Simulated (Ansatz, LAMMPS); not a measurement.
## Structural relaxation of amorphous 61SiO2-39B2O3 (mol %) (106 atoms)

Wanted: the relaxed structure of amorphous 61SiO2-39B2O3 (mol %) (106 atoms) and its electronic structure.

Main program and level: Ansatz 0.2.0; Kohn-Sham DFT, PBE, PAW (set soft_2), plane waves.

## 1. The starting structure

The cell holds 106 atoms: 17 Si, 22 B and 67 O. Its edges and angles: a = 11.360 Å, b = 11.360 Å, c = 11.360 Å, α = 90.0°, β = 90.0°, γ = 90.0°. 106 atoms (17 Si, 22 B, 67 O) placed at random at 2.02 g/cm³, melted at 4000 K for 10 ps at fixed volume with the Buckingham and Coulomb pair potential of Guillot and Sator (Geochim. Cosmochim. Acta 71, 1249 (2007)) with the boron terms of Wang et al. (J. Non-Cryst. Solids 498, 294 (2018)). Quenched from 4000 K to 300 K at 100 K/ps and fixed volume, held 5 ps, then minimised at fixed cell.

Before any run, some limits are plain. The quench rate of 100 K/ps is many orders above laboratory rates, so the cell is likely richer in defects and strain than a real sample. The network of bonds at the start is that of the classical potential that made the cell. Sampling is at Γ alone, for a cell whose shortest periodic width is 11 Å.

## 2. The classical run that made the cell

A classical potential makes the cell, at a small fraction of what the same run would cost in DFT.

This step: classical MD, Buckingham and Coulomb pair potential of Guillot and Sator (Geochim. Cosmochim. Acta 71, 1249 (2007)) with the boron terms of Wang et al. (J. Non-Cryst. Solids 498, 294 (2018)) (LAMMPS 22 Jul 2025 - Update 4).

in.lmp reads:

```
# melt-quench of Si17B22O67
units metal
atom_style charge
boundary p p p
region box block 0 11.3595 0 11.3595 0 11.3595
create_box 3 box
mass 1 28.0850   # Si
mass 2 10.8100   # B
mass 3 15.9990   # O
create_atoms 1 random 17 37530 NULL overlap 1.5 maxtry 2000
create_atoms 2 random 22 37537 NULL overlap 1.5 maxtry 2000
create_atoms 3 random 67 37544 NULL overlap 1.5 maxtry 2000
pair_style buck/coul/long 9.0
pair_coeff * * 0.0 1.0 0.0
pair_coeff 1 3 50306.10 0.161 46.2978   # Si-O
pair_coeff 2 3 206941.81 0.124 35.0018   # B-O
pair_coeff 3 3 9022.79 0.265 85.0921   # O-O
pair_coeff 2 2 484.40 0.35 0.0   # B-B
pair_coeff 1 2 337.70 0.29 0.0   # Si-B
set type 1 charge 1.89
set type 2 charge 1.4175
set type 3 charge -0.945
kspace_style pppm 1.0e-4
neigh_modify delay 0 every 1 check yes
thermo_style custom step time temp pe press density
thermo_modify norm yes
timestep 0.001
thermo 100
min_style cg
minimize 1e-4 1e-4 200 2000
reset_timestep 0
velocity all create 4000 37531 mom yes dist gaussian
fix lim all nve/limit 0.05
fix lan all langevin 4000 4000 0.1 37532 zero yes
# [... 12 lines left out ...]
thermo 2500
fix md all nvt temp 300 300 0.1
run 5000 post no
unfix md
thermo 100
min_style cg
minimize 0 1e-3 2000 20000
write_dump all custom glass.dump id type xs ys zs modify sort id
```

Launch:

```bash
> lmp -in in.lmp -log none -nocite
```

Numbers of over 12 decimals in the logs are rounded to 6 here.

What it wrote:

```text
LAMMPS (22 Jul 2025 - Update 4)
Created orthogonal box = (0 0 0) to (11.3595 11.3595 11.3595)
Created 17 atoms
Created 22 atoms
Created 67 atoms
PPPM initialization ...
  G vector (1/distance) = 0.33118527
  grid = 10 10 10
  estimated relative force accuracy = 5.458979e-05
   Step          Time           Temp          PotEng         Press         Density
         0   0              0              1.3761082      1116430.4      2.0246226
       100   0.1            0             -11.70868      -26199.809      2.0246226
       131   0.131          0             -11.794315     -20769.951      2.0246226
[... 39 lines left out ...]
     52500   52.5           269.33648     -11.971403     -34282.938      2.0246226
     53000   53             275.4919      -11.969261     -25013.7        2.0246226
Loop time of 2.33347 s on 1 MPI rank(s) for 5000 steps with 106 atoms
   Step          Time           Temp          PotEng         Press         Density
     53000   53             275.4919      -11.969261     -25013.7        2.0246226
     53070   53.07          275.4919      -12.006657     -20288.469      2.0246226
Loop time of 0.106386 s on 1 MPI rank(s) for 70 steps with 106 atoms
Minimization stats:
  Stopping criterion = linesearch alpha is zero
  Energy initial, next-to-last, final =
     -11.9692605371951  -12.0066567558075  -12.0066567558075
  Force two-norm initial, final = 20.679169 0.24488208
  Iterations, force evaluations = 70 169
```

The job ended after 26 s (1 thread of Arm Neoverse V1, shared host; peak memory 0.072 GiB).

## 3. Single point at the start

The forces at the start show how far the geometry lies from a minimum of this functional.

input.yaml reads:

```yaml
crystal:
  lattice:
    - [11.3595, 0.0, 0.0]
    - [0.0, 11.3595, 0.0]
    - [0.0, 0.0, 11.3595]
  atoms:
    - { symbol: Si, position: [7.0e-05, 0.92744, 0.27802] }
    - { symbol: Si, position: [0.05039, 0.66251, 0.32023] }
    - { symbol: Si, position: [0.96286, 0.47586, 0.51515] }
    - { symbol: Si, position: [0.28043, 0.39277, 0.73118] }
    - { symbol: Si, position: [0.70598, 0.24213, 0.49013] }
    - { symbol: Si, position: [0.55626, 0.31955, 0.7116] }
    - { symbol: Si, position: [0.4745, 0.93055, 0.64746] }
    - { symbol: Si, position: [0.54171, 0.83708, 0.26625] }
    - { symbol: Si, position: [0.36011, 0.43708, 0.18329] }
    - { symbol: Si, position: [0.20572, 0.32854, 0.99916] }
    - { symbol: Si, position: [0.40532, 0.00571, 0.41023] }
    - { symbol: Si, position: [0.59434, 0.58813, 0.75454] }
    - { symbol: Si, position: [0.12416, 0.59193, 0.69948] }
    - { symbol: Si, position: [0.07159, 0.92105, 0.00818] }
    - { symbol: Si, position: [0.78732, 0.17616, 0.11353] }
    - { symbol: Si, position: [0.73781, 0.02068, 0.31452] }
    - { symbol: Si, position: [0.49793, 0.92309, 0.99704] }
    - { symbol: B, position: [0.45786, 0.22604, 0.27627] }
    - { symbol: B, position: [0.91307, 0.92239, 0.80627] }
    - { symbol: B, position: [0.68861, 0.64724, 0.29805] }
    - { symbol: B, position: [0.72199, 0.21697, 0.86312] }
    - { symbol: B, position: [0.67803, 0.34131, 0.26814] }
    - { symbol: B, position: [0.4462, 0.68543, 0.56524] }
    - { symbol: B, position: [0.73732, 0.47444, 0.45164] }
    - { symbol: B, position: [0.2862, 0.08063, 0.01] }
    - { symbol: B, position: [0.30826, 0.61007, 0.37406] }
    - { symbol: B, position: [0.16843, 0.68912, 0.92121] }
    - { symbol: B, position: [0.88384, 0.22, 0.68149] }
    - { symbol: B, position: [0.73916, 0.61461, 0.95359] }
    - { symbol: B, position: [0.4072, 0.69311, 0.90022] }
    - { symbol: B, position: [0.66981, 0.94046, 0.81622] }
    - { symbol: B, position: [0.24981, 0.00393, 0.71744] }
    - { symbol: B, position: [0.87571, 0.65318, 0.13996] }
    - { symbol: B, position: [0.05841, 0.27137, 0.37706] }
    - { symbol: B, position: [0.59395, 0.49077, 0.10628] }
    - { symbol: B, position: [0.16976, 0.07056, 0.40515] }
    - { symbol: B, position: [0.08652, 0.8302, 0.67672] }
    - { symbol: B, position: [0.01676, 0.23932, 0.13697] }
    - { symbol: B, position: [0.12915, 0.21123, 0.67625] }
    - { symbol: O, position: [0.37622, 0.64137, 0.47297] }
    - { symbol: O, position: [0.22765, 0.37266, 0.8645] }
    - { symbol: O, position: [0.77418, 0.28361, 0.21] }
    - { symbol: O, position: [0.53882, 0.62679, 0.6229] }
    - { symbol: O, position: [0.28978, 0.66795, 0.92616] }
    - { symbol: O, position: [0.92993, 0.15616, 0.11289] }
    - { symbol: O, position: [0.47399, 0.46902, 0.10115] }
    - { symbol: O, position: [0.6522, 0.45183, 0.20776] }
    - { symbol: O, position: [0.52795, 0.87907, 0.13051] }
    - { symbol: O, position: [0.70731, 0.12398, 0.40959] }
    - { symbol: O, position: [0.59767, 0.27318, 0.58043] }
    - { symbol: O, position: [0.0074, 0.90912, 0.13606] }
    - { symbol: O, position: [0.79173, 0.93974, 0.80333] }
    - { symbol: O, position: [0.7373, 0.21041, 0.98425] }
    - { symbol: O, position: [0.65688, 0.54678, 0.01731] }
    - { symbol: O, position: [0.12348, 0.79065, 0.97265] }
    - { symbol: O, position: [0.70286, 0.57919, 0.39945] }
    - { symbol: O, position: [0.97786, 0.95544, 0.90508] }
    - { symbol: O, position: [0.35315, 0.53067, 0.29132] }
    - { symbol: O, position: [0.25405, 0.52929, 0.6928] }
    - { symbol: O, position: [0.82104, 0.47214, 0.54018] }
    - { symbol: O, position: [0.01657, 0.80014, 0.34095] }
    - { symbol: O, position: [0.12502, 0.18212, 0.43054] }
    - { symbol: O, position: [0.00636, 0.21301, 0.68073] }
    - { symbol: O, position: [0.10332, 0.62622, 0.83818] }
    - { symbol: O, position: [0.98402, 0.57891, 0.41633] }
    - { symbol: O, position: [0.65147, 0.90775, 0.32823] }
    - { symbol: O, position: [0.39406, 0.02249, 0.00408] }
    - { symbol: O, position: [0.428, 0.80084, 0.60487] }
    - { symbol: O, position: [0.8208, 0.22899, 0.57638] }
    - { symbol: O, position: [0.18232, 0.01431, 0.01233] }
    - { symbol: O, position: [0.61143, 0.23011, 0.81062] }
    - { symbol: O, position: [0.71021, 0.36382, 0.40021] }
    - { symbol: O, position: [0.45006, 0.80482, 0.92788] }
    - { symbol: O, position: [0.11224, 0.00743, 0.31768] }
    - { symbol: O, position: [0.19259, 0.6473, 0.35075] }
    - { symbol: O, position: [0.70647, 0.64042, 0.83727] }
    - { symbol: O, position: [0.98862, 0.63716, 0.18736] }
    - { symbol: O, position: [0.48902, 0.00659, 0.52633] }
    [... 22 atom lines left out ...]
    - { symbol: O, position: [0.03153, 0.50338, 0.63674] }
    - { symbol: O, position: [0.721, 0.06745, 0.17876] }
    - { symbol: O, position: [0.27052, 0.02507, 0.4569] }
    - { symbol: O, position: [0.0733, 0.29443, 0.04349] }
    - { symbol: O, position: [0.97533, 0.86706, 0.71496] }
    - { symbol: O, position: [0.87706, 0.98633, 0.32187] }
kpoints:
  mp_grid: { grid: [1, 1, 1] }
hamiltonian:
  xc: pbe
scf:
  occupations: { method: fermi_dirac, width: 0.025 }
output:
  forces: true
```

Launch:

```bash
> ansatz run input.yaml --threads 4 --pin off --max-ram 8192MiB --backend cpu --events-out ev --progress --plain --runs-dir out
```

What it wrote:

```text
Engine: ansatz 0.2.0, aarch64-unknown-linux-gnu
Pseudopotentials: kind: paw
Pseudopotential: Si, paw, valence charge 4, recommended cutoff 420 eV (normal), Si.paw.azcp
Pseudopotential: B, paw, valence charge 3, recommended cutoff 420 eV (normal), B.paw.azcp
Pseudopotential: O, paw, valence charge 6, recommended cutoff 420 eV (normal), O.paw.azcp
[... 5 lines on functional and potentials left out ...]
Crystal: 106 atoms, lattice volume = 1465.810 Å³
Basis set: ecut = 420 eV, 28545 PW (Γ), exchange–correlation on 160×160×160 points (8 copies of the dense FFT grid, shifted against one another)
Bands: 374, of which v1, the nominal top of the filled ones, is band 268 counted from 1 (267 counted from 0)
Symmetry: 1 space group operations
Space group: P1 (ITA 1), of the structure as read, at distance tolerance 1.1e-4 Å
k-points: 1
[... 7 lines on functional and potentials left out ...]
Initial density: superposition of atomic densities (neutral atoms: chi_scale 0, normalization atom), corrected by the library's trained network
Initial wavefunctions: pseudopotential atomic-orbital guess
Functional: x = pbe(κ = 0.804, μ = 0.219515), c = pbe(β = 0.066725)
SCF iter   1: F=—  HF=-52350.837908 eV  |F-HF|=—  |Δ(HF+E_count)|=         —  Δρ=3.11e-3  dr2=1.57e-1  ethr=1.77e-3  ⟨swp⟩=7.0  Hψ=1862  notcnv=0  defer=58
preconditioner: auto → Resta (q_TF=auto, 2.307 Å⁻¹)  ε∞=2.9  [insulator: Δε(μ)=4.078 eV  Ē_g=16.223 eV  σ=0.025 eV  W_gap=1.00  n_scr=304 (ndim 8)  ℏωp=22.5 eV  f_vac=0.238  D(μ)=0.00/eV (n_scr^D=0)  ε∞_Penn≈2.9]
SCF iter   2: F=—  HF=-52350.814193 eV  |F-HF|=—  |Δ(HF+E_count)|=   2.37e-2  Δρ=1.44e-3  dr2=2.91e-2  ethr=2.93e-5  ⟨swp⟩=3.0  Hψ=637  notcnv=0  defer=102
SCF iter   3: F=—  HF=-52350.815769 eV  |F-HF|=—  |Δ(HF+E_count)|=   1.58e-3  Δρ=5.70e-4  dr2=6.96e-3  ethr=5.42e-6  ⟨swp⟩=2.0  Hψ=477  notcnv=0  defer=39
automatic band count: iteration 3 solves 311 bands in place of 374: the levels show a gap, and the empty bands left out lie too high to hold charge; the band table lists the bands solved (type scf.n_extra_bands for more)
SCF iter   4: F=—  HF=-52350.815511 eV  |F-HF|=—  |Δ(HF+E_count)|=   2.58e-4  Δρ=1.69e-4  dr2=6.27e-4  ethr=1.30e-6  ⟨swp⟩=2.0  Hψ=477  notcnv=0  defer=39
SCF iter   5: F=—  HF=-52350.815429 eV  |F-HF|=—  |Δ(HF+E_count)|=   8.24e-5  Δρ=1.19e-4  dr2=1.65e-4  ethr=1.17e-7  ⟨swp⟩=2.0  Hψ=540  notcnv=0  defer=39
SCF iter   6: F=—  HF=-52350.815383 eV  |F-HF|=—  |Δ(HF+E_count)|=   4.58e-5  Δρ=2.93e-5  dr2=1.34e-5  ethr=3.07e-8  ⟨swp⟩=2.0  Hψ=540  notcnv=0  defer=39
SCF iter   7: F=—  HF=-52350.813666 eV  |F-HF|=—  |Δ(HF+E_count)|=   1.72e-3  Δρ=1.01e-5  dr2=1.48e-6  ethr=2.49e-9  ⟨swp⟩=2.0  Hψ=578  notcnv=0  defer=39
SCF iter   8: F=—  HF=-52350.813666 eV  |F-HF|=—  |Δ(HF+E_count)|=   4.37e-7  Δρ=5.42e-6  dr2=3.59e-7  ethr=2.77e-10  ⟨swp⟩=2.0  Hψ=539  notcnv=0  defer=39
SCF iter   9: F=-52350.813666 eV  HF=-52350.813666 eV  |F-HF|=1.92e-8  |Δ(HF+E_count)|=   1.18e-7  Δρ=1.15e-6  dr2=2.60e-8  ethr=1.87e-11  ⟨swp⟩=5.0  Hψ=1053  notcnv=0
SCF 1 converged in 9 iterations: F = -52350.813666 eV  dr2 = 2.60e-8
  greatest PAW one-centre occupation: 0.863 electrons in one spin orbital (limit 2), on the O atom at site 77 (counted from 0), in its partial waves of l = 0
SCF converged after 9 iterations
Free energy (F): -52350.813666 eV
Harris-Foulkes:  -52350.813666 eV  (|F-HF|=1.92e-8)
Internal energy: -52350.813666 eV  (E = F + TS)
E sigma→0 (E₀):  -52350.813666 eV
Fermi energy:    3.900554 eV
--- Per-component energies (eV) ---
  E_band       = -3427.132893
  E_kinetic    = 13640.142965
  E_local      = -41619.244920  (includes V_loc(G=0)·N_el)
  E_nonlocal   = 3870.733499
  E_hartree    = 15571.988127
  E_xc         = -6552.082114
  E_vxc        = -7893.983975  (∫ρ·V_xc dr)
  E_paw        = -21101.535347  (= ΣΔE_a)
  E_vpaw       = -2568.935657  (= ΣTr[D̂ρ^β])
  E_aug_tail   = 0.172275  (compensation charges beyond the density's cutoff)
  E_ewald      = -16160.988151
  E_smearing   = -0.000000  (= −TS)
  E_closure    = -0.000000  (closes the sum)
  Σ components = -52350.813666   (vs F -52350.813666, Δ=0.00e0)
--- Forces (eV/Å), atoms counted from 1 ---
  atom   1  Si     0.35598147     0.03545903     0.03749471
  atom   2  Si    -0.40349048     0.05159254     0.32062497
  atom   3  Si     0.86216100     0.45936577    -1.62032138
  atom   4  Si    -0.72183878    -0.93202590     0.50300601
  atom   5  Si     0.54498927    -1.54191975     1.61128207
  atom   6  Si     0.64988796     0.82723934     0.27244523
  atom   7  Si    -0.60828886    -0.80281388    -0.02867519
  atom   8  Si     0.81651318     1.05139913    -0.57669520
  atom   9  Si     1.07425696    -0.63120696     0.26184631
  atom  10  Si     0.46178619    -1.14855984     0.53597441
  atom  11  Si    -0.02959131     0.79890515    -0.49677346
  atom  12  Si    -1.69083301    -0.12247679     1.02766547
  atom  13  Si     0.10497177     0.91697903     0.63015180
  atom  14  Si     0.82687849    -0.51645780    -0.49130494
[...]
atom 105  O     -0.75605664    -0.25930998    -0.46528536
  atom 106  O      0.06800942    -0.26404488     0.50210109
  max |Σ_I F_I| component: 3.15e-5 eV/Å
```

Elapsed: 14 s, on 4 threads of Arm Neoverse V1, shared host; peak memory 1.8 GiB.

In the SCF lines HF is the Harris–Foulkes energy and dr2 the Hartree energy of the density residual, in eV; the loop may stop once dr2 is under the threshold and the program's other checks hold. Hψ counts applications of the Hamiltonian.

Numbers from this run:

- free energy: -52350.8137 eV
- free energy per atom: -493.8756 eV/atom
- SCF cycles: 9
- r.m.s. force component: 0.6659 eV/Å
- longest force: 3.928 eV/Å
- Fermi energy: 3.901 eV

The r.m.s. force component of 0.67 eV/Å sets the starting point.

Neighbours are counted within 1.83 Å (O-B), 2.08 Å (O-Si).

Length of the force by element and coordination:

```tsv
element	coordination	atoms	mean length of the force (eV/Å)	spread	least	most
B	all	22	1.53	0.912	0.251	3.93
B	3	21	1.42	0.765	0.251	3.24
B	4	1	3.93	0	3.93	3.93
O	all	67	0.678	0.306	0.126	1.71
O	2	66	0.680	0.308	0.126	1.71
O	3	1	0.550	0	0.550	0.550
Si	all	17	1.32	0.498	0.360	2.30
```

(Part 1 of 4 ends here.)

[Logs are printed without paths, hosts, clocks, repeated set-up lines and the standing remarks that a program may print on its own settings, such as how far it seeks lower states.]

[Hosts, paths, dates, database ids (printed as entryN), source tags and the programs' standing remarks are cut or masked in the printed files.]
